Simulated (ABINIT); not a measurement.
Planning a run of ABINIT 10.8.3 on SiC (P6_3mc). The input:

```
acell 3*1.0 Angstrom
rprim 
  3.075694149693 -0.000000000023 0.000000000000
  -1.537847074826 2.663629267917 0.000000000000
  0.000000000000 0.000000000000 10.070646480000
ntypat 2
znucl 14 6
natom 8
typat 1 1 1 1 2 2 2 2
xred 
  0.666666666667 0.333333333333 0.937841980000
  0.333333333333 0.666666666667 0.437841980000
  -0.000000000000 -0.000000000000 0.687894380000
  -0.000000000000 -0.000000000000 0.187894380000
  0.666666666667 0.333333333333 0.749802590000
  0.333333333333 0.666666666667 0.249802590000
  -0.000000000000 -0.000000000000 0.500460050000
  -0.000000000000 -0.000000000000 0.000460050000
pp_dirpath "pseudos"
pseudos "Si.upf, C.upf"
ecut 37
ngkpt 3 3 1
nshiftk 1
shiftk 0 0 0
kptopt 1
chksymbreak 0
iscf -2
irdden 1
istwfk *1
nband 102
nbdbuf 8
tolwfr 1e-09
nstep 60
prtvol 0
indata_prefix "in"
outdata_prefix "out"
tmpdata_prefix "tmp"
```

```sh
OMP_NUM_THREADS=1 mpirun -n 8 abinit run.abi > log
```

Question: Estimate wall time and host memory on 8 MPI ranks of Arm Neoverse V2, shared host.

It took 15 s; on shared hardware allow 7.7 s to 31 s. Peak host memory was 0.56 GiB.

[Paths, hosts, dates, memory and timing lines, banners, echoed tables and standing remarks are left out of the program output.]

[Logs are printed without paths, hosts, clocks, repeated set-up lines and the standing remarks that a program may print on its own settings, such as how far it seeks lower states.]

[Runs of the session that timed out or met a known fault of the program may be left out.]

[Hosts, paths, dates, database ids (printed as entryN), source tags and the programs' standing remarks are cut or masked in the printed files.]

[G0W0 gaps are taken among the corrected bands and points alone; a level outside them can change the order at an edge.]

[Where Ansatz stands beside ABINIT at settings called matched, ABINIT's density can come from a denser mesh and the files from another edition; pairs whose starting gaps differed by over 0.03 eV were left out, so agreement reads better than it is.]
